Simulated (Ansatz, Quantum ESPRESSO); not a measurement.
# 2H-CrSSe, 1 layer: response to a perpendicular field, part 2 of 6

Aim: how 2H-CrSSe, 1 layer screens a field along its normal, and what the field does to its bands.

Quantum ESPRESSO 7.5; plane-wave DFT, PBE, GBRV ultrasoft pseudopotentials; geometry and cross-check by Ansatz 0.2.0 with PAW datasets.

So far: Starting point; Geometry from Ansatz.

**3. SCF with pw.x: no field**

The zero-field run is the reference. tefield and dipfield are on already, so that all runs share k-points and boundary.

Level of this step: plane-wave DFT, PBE, GBRV ultrasoft pseudopotentials (Quantum ESPRESSO 7.5).

Input file f0.in:

```
&control
  prefix = 'f0'
  outdir = './out'
  pseudo_dir = './pseudo'
  calculation = 'scf'
  tprnfor = .true.
  tefield = .true.
  dipfield = .true.
/
&system
  ibrav = 0
  nat = 3
  ntyp = 3
  ecutwfc = 40
  ecutrho = 200
  occupations = 'smearing'
  smearing = 'fd'
  degauss = 0.004
  edir = 3
  emaxpos = 0.97
  eopreg = 0.04
  eamp = 0.0
/
&electrons
  conv_thr = 1e-09
  mixing_beta = 0.4
  electron_maxstep = 120
  mixing_mode = 'plain'
/
ATOMIC_SPECIES
  Se  78.9710  se_pbe_v1.uspp.F.UPF
  Cr  51.9961  cr_pbe_v1.5.uspp.F.UPF
  S   32.0600  s_pbe_v1.4.uspp.F.UPF
CELL_PARAMETERS angstrom
  3.12657478435047 0.00000000000000 0.00000000000000
  -1.56328739217524 2.70769319007936 0.00000000000000
  0.00000000000000 0.00000000000000 20.14846134910000
ATOMIC_POSITIONS crystal
  Se  0.333333333333 0.666666666667 0.424896830027
  Cr  -0.000000000000 -0.000000000000 0.504967655179
  S   0.333333333333 0.666666666667 0.575801009293
K_POINTS automatic
  12 12 1 0 0 0
```

Started as:

```sh
OMP_NUM_THREADS=1 mpirun -n 4 pw.x -nk 4 -in f0.in > f0.out
```

Log:

```text
Program PWSCF v.7.5 starts
[citation notice left out]

     Parallel version (MPI & OpenMP), running on       4 processor cores
     Number of MPI processes:                 4
     Threads/MPI process:                     1

     MPI processes distributed on     1 nodes
[...]
Current dimensions of program PWSCF are:
     Max number of different atomic species (ntypx) = 10
     Max number of k-points (npk) =  40000
     Max angular momentum in pseudopotentials (lmaxx) =  4
     Presently no symmetry can be used with electric field

     K-points division:     npool     =       4
     Subspace diagonalization in iterative solution of the eigenvalue problem:
     a serial algorithm will be used

     G-vector sticks info
     --------------------
     sticks:   dense  smooth     PW     G-vecs:    dense   smooth      PW
     Sum         475     379    127                54921    39243    7727

     Using Slab Decomposition

     bravais-lattice index     =            0
     lattice parameter (alat)  =       5.9084  a.u.
     unit-cell volume          =    1151.0833 (a.u.)^3
     number of atoms/cell      =            3
     number of atomic types    =            3
     number of electrons       =        26.00
     number of Kohn-Sham states=           17
     kinetic-energy cutoff     =      40.0000  Ry
     charge density cutoff     =     200.0000  Ry
     scf convergence threshold =      1.0E-09
     mixing beta               =       0.4000
     number of iterations used =            8  plain     mixing
     Exchange-correlation=  SLA  PW   PBX  PBC
                           (   1   4   3   4   0   0   0)

     celldm(1)=   5.908370  celldm(2)=   0.000000  celldm(3)=   0.000000
     celldm(4)=   0.000000  celldm(5)=   0.000000  celldm(6)=   0.000000

     crystal axes: (cart. coord. in units of alat)
               a(1) = (   1.000000   0.000000   0.000000 )
               a(2) = (  -0.500000   0.866025   0.000000 )
               a(3) = (   0.000000   0.000000   6.444260 )

     reciprocal axes: (cart. coord. in units 2 pi/alat)
               b(1) = (  1.000000  0.577350 -0.000000 )
               b(2) = (  0.000000  1.154701  0.000000 )
               b(3) = (  0.000000 -0.000000  0.155177 )

     PseudoPot. # 1 for Se read from file:
     ./pseudo/se_pbe_v1.uspp.F.UPF
     Pseudo is Ultrasoft + core correction, Zval =  6.0
     Generated by new atomic code, or converted to UPF format
     Using radial grid of  877 points,  6 beta functions with:
                l(1) =   0
                l(2) =   0
                l(3) =   1
                l(4) =   1
                l(5) =   2
                l(6) =   2
     Q(r) pseudized with  8 coefficients,  rinner =    1.300   1.300   1.300
                                                       1.300   1.300

     PseudoPot. # 2 for Cr read from file:
     ./pseudo/cr_pbe_v1.5.uspp.F.UPF
     Pseudo is Ultrasoft + core correction, Zval = 14.0
     Generated by new atomic code, or converted to UPF format
     Using radial grid of  857 points,  6 beta functions with:
                l(1) =   0
                l(2) =   0
                l(3) =   1
                l(4) =   1
                l(5) =   2
                l(6) =   2
     Q(r) pseudized with  8 coefficients,  rinner =    0.950   0.950   0.950
                                                       0.950   0.950

     PseudoPot. # 3 for S  read from file:
     ./pseudo/s_pbe_v1.4.uspp.F.UPF
     Pseudo is Ultrasoft + core correction, Zval =  6.0
     Generated by new atomic code, or converted to UPF format
     Using radial grid of  907 points,  6 beta functions with:
                l(1) =   0
                l(2) =   0
                l(3) =   1
                l(4) =   1
                l(5) =   2
                l(6) =   2
     Q(r) pseudized with  8 coefficients,  rinner =    1.300   1.300   1.300
                                                       1.300   1.300

     atomic species   valence    mass     pseudopotential
     Se                6.00    78.97100     Se( 1.00)
     Cr               14.00    51.99610     Cr( 1.00)
     S                 6.00    32.06000     S ( 1.00)

     No symmetry found

   Cartesian axes

     site n.     atom                  positions (alat units)
         1        Se     tau(   1) = (  -0.0000000   0.5773503   2.7381457  )
         2        Cr     tau(   2) = (   0.0000000   0.0000000   3.2541429  )
         3        S      tau(   3) = (  -0.0000000   0.5773503   3.7106115  )

     number of k points=    74  Fermi-Dirac smearing, width (Ry)=  0.0040
                       cart. coord. in units 2pi/alat
        k(    1) = (   0.0000000   0.0000000   0.0000000), wk =   0.0138889
        k(    2) = (   0.0000000   0.0962250   0.0000000), wk =   0.0277778
        k(    3) = (   0.0000000   0.1924501   0.0000000), wk =   0.0277778
        k(    4) = (   0.0000000   0.2886751   0.0000000), wk =   0.0277778
        k(    5) = (   0.0000000   0.3849002   0.0000000), wk =   0.0277778
        k(    6) = (   0.0000000   0.4811252   0.0000000), wk =   0.0277778
        k(    7) = (   0.0000000  -0.5773503   0.0000000), wk =   0.0138889
        k(    8) = (   0.0833333   0.0481125   0.0000000), wk =   0.0277778
        k(    9) = (   0.0833333   0.1443376   0.0000000), wk =   0.0277778
        k(   10) = (   0.0833333   0.2405626   0.0000000), wk =   0.0277778
[...]
k(   74) = (  -0.5000000  -0.8660254   0.0000000), wk =   0.0138889

     Dense  grid:    54921 G-vectors     FFT dimensions: (  27,  27, 180)

     Smooth grid:    39243 G-vectors     FFT dimensions: (  24,  24, 160)

     Estimated max dynamical RAM per process >     107.86 MB

     Estimated total dynamical RAM >     391.21 MB

     Check: negative core charge=   -0.000001

     Initial potential from superposition of free atoms

     starting charge      24.9999, renormalised to      26.0000

     negative rho (up, down):  2.974E-03 0.000E+00

     Adding external electric field

     Computed dipole along edir(3) :
        Dipole                0.0843 Ry au,          0.2143 Debye
        Dipole field          0.0009 Ry au,

        Potential amp.       -0.0673 Ry
        Total length         36.5521 bohr

     Starting wfcs are   18 randomized atomic wfcs

     total cpu time spent up to now is        1.8 secs

     per-process dynamical memory:    62.1 Mb

     Self-consistent Calculation

     iteration #  1     ecut=    40.00 Ry     beta= 0.40
     Davidson diagonalization with overlap
[...]
Dipole               -0.0098 Ry au,         -0.0249 Debye
[...]
total energy              =    -243.30991000 Ry
     estimated scf accuracy    <       0.21903214 Ry

     iteration #  5     ecut=    40.00 Ry     beta= 0.40
[...]
negative rho (up, down):  3.331E-03 0.000E+00

[...]
Dipole               -0.0683 Ry au,         -0.1736 Debye
[...]
total energy              =    -243.31611928 Ry
     estimated scf accuracy    <       0.04238293 Ry

     iteration #  6     ecut=    40.00 Ry     beta= 0.40
[...]
negative rho (up, down):  3.263E-03 0.000E+00

[...]
Dipole               -0.0843 Ry au,         -0.2142 Debye
[...]
total energy              =    -243.31987428 Ry
     estimated scf accuracy    <       0.00105316 Ry

     iteration #  7     ecut=    40.00 Ry     beta= 0.40
[...]
negative rho (up, down):  3.243E-03 0.000E+00

[...]
Dipole               -0.0728 Ry au,         -0.1851 Debye
[...]
total energy              =    -243.32009599 Ry
     estimated scf accuracy    <       0.00060526 Ry

     iteration #  8     ecut=    40.00 Ry     beta= 0.40
[...]
negative rho (up, down):  3.227E-03 0.000E+00

[...]
Dipole               -0.0716 Ry au,         -0.1820 Debye
[...]
total energy              =    -243.32016854 Ry
     estimated scf accuracy    <       0.00009755 Ry

     iteration #  9     ecut=    40.00 Ry     beta= 0.40
[...]
negative rho (up, down):  3.220E-03 0.000E+00

[...]
Dipole               -0.0727 Ry au,         -0.1847 Debye
[...]
total energy              =    -243.32018870 Ry
     estimated scf accuracy    <       0.00000592 Ry

     iteration # 10     ecut=    40.00 Ry     beta= 0.40
[...]
negative rho (up, down):  3.216E-03 0.000E+00

[...]
Dipole               -0.0745 Ry au,         -0.1895 Debye
[...]
total energy              =    -243.32019256 Ry
     estimated scf accuracy    <       0.00000269 Ry

     iteration # 11     ecut=    40.00 Ry     beta= 0.40
[...]
negative rho (up, down):  3.213E-03 0.000E+00

[...]
Dipole               -0.0738 Ry au,         -0.1876 Debye
[...]
total energy              =    -243.32019311 Ry
     estimated scf accuracy    <       0.00000078 Ry

     iteration # 12     ecut=    40.00 Ry     beta= 0.40
[...]
negative rho (up, down):  3.212E-03 0.000E+00

[...]
Dipole               -0.0737 Ry au,         -0.1873 Debye
[...]
total energy              =    -243.32019320 Ry
     estimated scf accuracy    <       0.00000029 Ry

     iteration # 13     ecut=    40.00 Ry     beta= 0.40
[...]
negative rho (up, down):  3.211E-03 0.000E+00

[...]
Dipole               -0.0737 Ry au,         -0.1874 Debye
[...]
total energy              =    -243.32019326 Ry
     estimated scf accuracy    <       0.00000001 Ry

     iteration # 14     ecut=    40.00 Ry     beta= 0.40
[...]
negative rho (up, down):  3.210E-03 0.000E+00

[...]
Dipole               -0.0738 Ry au,         -0.1875 Debye
[...]
total energy              =    -243.32019327 Ry
     estimated scf accuracy    <          3.2E-09 Ry

     iteration # 15     ecut=    40.00 Ry     beta= 0.40
[...]
negative rho (up, down):  3.210E-03 0.000E+00

[...]
Dipole               -0.0738 Ry au,         -0.1876 Debye
[...]
End of self-consistent calculation

          k = 0.0000 0.0000 0.0000 (  4871 PWs)   bands (ev):

   -72.5255 -43.8973 -43.8315 -43.8315 -15.8004 -14.3600  -6.5360  -2.9330
    -2.9090  -2.9090  -1.8780  -1.8780  -0.9645   1.7416   1.7416   2.1408
     2.1408

          k = 0.0000 0.0962 0.0000 (  4859 PWs)   bands (ev):

   -72.5248 -43.8961 -43.8383 -43.8332 -15.6929 -14.2805  -6.4284  -3.2392
    -2.9039  -2.8676  -1.9825  -1.9299  -0.9839   1.4638   1.6256   1.7274
     2.0344

          k = 0.0000 0.1925 0.0000 (  4880 PWs)   bands (ev):

   -72.5230 -43.8927 -43.8568 -43.8376 -15.3810 -14.0512  -6.1278  -3.8479
    -3.2503  -2.8020  -2.1843  -2.1228  -1.1172   0.7920   1.1045   1.4053
     2.0537

          k = 0.0000 0.2887 0.0000 (  4896 PWs)   bands (ev):

   -72.5205 -43.8881 -43.8820 -43.8436 -14.8996 -13.7027  -5.7373  -4.6942
    -4.0219  -2.9200  -2.3805  -2.1857  -1.4148   0.4035   0.9221   1.1166
     2.1645

          k = 0.0000 0.3849 0.0000 (  4906 PWs)   bands (ev):

   -72.5180 -43.9071 -43.8834 -43.8495 -14.3253 -13.2986  -5.9715  -5.1156
    -4.9016  -3.1720  -2.5288  -1.9928  -1.6575   0.3445   0.5013   1.4612
     2.2425

          k = 0.0000 0.4811 0.0000 (  4908 PWs)   bands (ev):

   -72.5161 -43.9254 -43.8801 -43.8539 -13.8098 -12.9513  -6.7924  -5.7380
    -4.7664  -3.3655  -2.5832  -1.8095  -1.6733   0.2256   0.3745   1.8520
     2.2801

[...]
the Fermi energy is    -0.5228 ev

!    total energy              =    -243.32019327 Ry
     estimated scf accuracy    <          1.5E-10 Ry
     smearing contrib. (-TS)   =      -0.00000301 Ry
     internal energy E=F+TS    =    -243.32019026 Ry

     The total energy is F=E-TS. E is the sum of the following terms:
     one-electron contribution =   -1241.32816667 Ry
     hartree contribution      =     621.29977624 Ry
     xc contribution           =     -60.61978032 Ry
     ewald contribution        =     437.32792101 Ry
     electric field correction =       0.00005947 Ry

     convergence has been achieved in  15 iterations

     negative rho (up, down):  3.210E-03 0.000E+00

     Forces acting on atoms (cartesian axes, Ry/au):

     atom    1 type  1   force =    -0.00000003   -0.00000004   -0.00022503
     atom    2 type  2   force =     0.00000003    0.00000000    0.00021609
     atom    3 type  3   force =     0.00000000    0.00000003    0.00000894

     Total force =     0.000312     Total SCF correction =     0.000048
     SCF correction compared to forces is large: reduce conv_thr to get better values

[...]
=------------------------------------------------------------------------------=
   JOB DONE.
=------------------------------------------------------------------------------=
[key lines of the parts left out:]
Dipole field         -0.0008 Ry au,
```

The job ended after 49 s (4 MPI ranks of Arm Neoverse V1, shared host; peak memory 0.53 GiB; 3.2 min of CPU time).

Numbers from this step:

* free energy: -3310.5399 eV
* Fermi energy: -0.5228 eV
* dipole along the normal: -0.03906 e·Å
* valence top, on the run's zero: -0.9645 eV
* conduction bottom, on the run's zero: -0.1338 eV
* gap by band count: 0.8307 eV

The program's own clock; routines nest. Time by routine:

```csv
routine,wall time (s),calls
PWSCF,48.3,1
electrons,45.99,1
c_bands,35.05,15
cegterg,29.22,285
h_psi,23.94,1060
fftw,22.57,29767
vloc_psi,20.63,1060
sum_band,7.68,15
calbec,2.31,1421
newd,2.29,16
add_vuspsi,1.63,1060
s_psi,1.6,1060
init_run,1.58,1
h_psi:calbec,1.58,1060
```

The run needed 15 iterations to bring the estimated error under 1e-09 Ry; the largest force on any atom, held or free, is 0.01 eV/Å.

**4. Potential by pp.x**

The vacuum level is read from the electrostatic potential (plot_num = 11), averaged over planes.

Input file f0.pot.in:

```
&inputpp
  prefix = 'f0'
  outdir = './out'
  filplot = 'f0.pot.dat'
  plot_num = 11
/
```

Started as:

```sh
OMP_NUM_THREADS=1 mpirun -n 4 pp.x -in f0.pot.in > f0.pot.out
```

Wall time 1.1 s (4 MPI ranks); peak memory 0.09 GiB.

Numbers from this step:

```
slope of the potential above                                          : 3.02e-5 eV/Å
upper vacuum line continued to the top atoms, over the valence top    : 5.974 eV
slope of the potential below                                          : -2.83e-5 eV/Å
lower vacuum line continued to the bottom atoms, over the valence top : 5.139 eV
vacuum level at the upper face over the valence top of the mesh       : 5.974 eV
vacuum level at the lower face over the valence top of the mesh       : 5.139 eV
```

The vacuum is flat to 0.1 meV/Å, so its level is well defined. Inside the slab the curve depends on the local part of the pseudopotentials; only the vacuum level has a meaning of its own.

(Continued in part 3 of 6.)

[Logs are printed without paths, hosts, clocks, repeated set-up lines and the standing remarks that a program may print on its own settings, such as how far it seeks lower states.]

[Hosts, paths, dates, database ids (printed as entryN), source tags and the programs' standing remarks are cut or masked in the printed files.]

[Maps of the electrostatic potential energy from Ansatz leave out the sawtooth potential of an applied field or a dipole correction, so their vacuum need not be flat; planar profiles and work functions include it.]
